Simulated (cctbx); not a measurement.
# Accept or mend?

Cell a = 7.8400 Å, b = 13.3820 Å, c = 16.4780 Å, α = 90.00°, β = 90.00°, γ = 90.00°; space group Fddd (no. 70, origin choice 1).

Simulated single-crystal data (cctbx): Cu Kα, λ = 1.54184 Å, to d = 0.83 Å, 80 % of the full sphere, strongest reflection 70000 counts, noise from counting, a 6 % proportional error and a noise floor of 15 counts (s.d.); no absorption.

An anisotropic refinement with weights 1/σ² prints:

```text
Rint 0.050, 400 unique reflections to 0.83 A
cycle     R1     wR2    GooF  max shift (A)
   1  0.0434  0.0903   1.833   0.00305
   2  0.0394  0.0755   1.533   0.00023
final R1 0.0394 wR2 0.0755 GooF 1.532  parameters 24  data/parameter 16.7
atom        x        y        z      Ueq    occ   su(xyz)  su(Uiso or U11)
Cd1    0.75000  0.75000  0.37561   0.0032  1.000  0.00003  0.0004
Cd2    0.75000  0.25000  0.37377   0.0022  1.000  0.00003  0.0004
Ge1    0.75000  0.41654  0.25000   0.0040  1.000  0.00007  0.0005
Ge2    0.99953  0.16596  0.24688   0.0041  1.000  0.00009  0.0004
difference map: max 8.16 min -1.19 rms 0.70
Q1    0.0000  0.0000  0.3747   16    8.16  0.03 A from Cd2
Q2    0.0000  0.0000  0.1248   16    8.08  0.01 A from Cd1
Q3    0.0000  0.1675  0.0000   16    7.44  2.22 A from Ge1
Q4    0.9988  0.1668  0.2505   32    5.63  0.06 A from Ge2
Q5    0.0000  0.1664  0.5000   16    5.63  0.00 A from Ge1
Q6    0.0054  0.1633  0.1245   32    1.17  2.02 A from Ge2
```

Q: Accept it or mend it, and why?

Mend it. The fault: an atom left out, Li at (3/4, 0.5829, 1/4). Against the right model at the same level, R1 goes from 0.0179 to 0.0394 and GooF from 0.94 to 1.53, U of Cd2 shrinks from 0.0035 to 0.0022 Å² and the top difference peak, 8.2 e/Å³, lies on Cd2. Q3 is the missing atom. With scattering power missing, scale and phases suffer, so peaks may also grow on the heavy atoms.

The compound is LiCd2Ge3. The right model at the same level gives:

```text
Rint 0.050, 400 unique reflections to 0.83 A
cycle     R1     wR2    GooF  max shift (A)
   1  0.0224  0.0604   1.235   0.00180
   2  0.0179  0.0459   0.939   0.00000
final R1 0.0179 wR2 0.0459 GooF 0.939  parameters 29  data/parameter 13.8
atom        x        y        z      Ueq    occ   su(xyz)  su(Uiso or U11)
Cd1    0.75000  0.75000  0.37561   0.0046  1.000  0.00002  0.0003
Cd2    0.75000  0.25000  0.37379   0.0035  1.000  0.00002  0.0003
Ge1    0.75000  0.41654  0.25000   0.0048  1.000  0.00005  0.0004
Ge2    0.99954  0.16600  0.24700   0.0048  1.000  0.00005  0.0004
Li1    0.75000  0.58301  0.25000   0.0075  1.000  0.00069  0.0056  NPD
difference map: max 0.92 min -1.06 rms 0.25
Q1    0.1132  0.2533  0.5535   32    0.96  1.61 A from Cd2
Q2    0.1274  0.0849  0.3173   32    0.88  1.47 A from Li1
Q3    0.1130  0.0277  0.3775   32    0.84  0.96 A from Cd2
Q4    0.1352  0.0797  0.8159   32    0.84  1.41 A from Ge1
Q5    0.1363  0.0069  0.0563   32    0.81  1.57 A from Cd1
Q6    0.1159  0.0877  0.9295   32    0.80  1.61 A from Ge2
```

Isotropic U is held between 0.0001 and 1 Å² by the program, and listed peak heights are interpolated, so they can pass the grid's maximum.

This is a model crystal, built by substitution and not relaxed, with assumed displacement parameters.

[Middle refinement cycles are left out of these outputs.]

[Logs are printed without paths, hosts, clocks, repeated set-up lines and the standing remarks that a program may print on its own settings, such as how far it seeks lower states.]
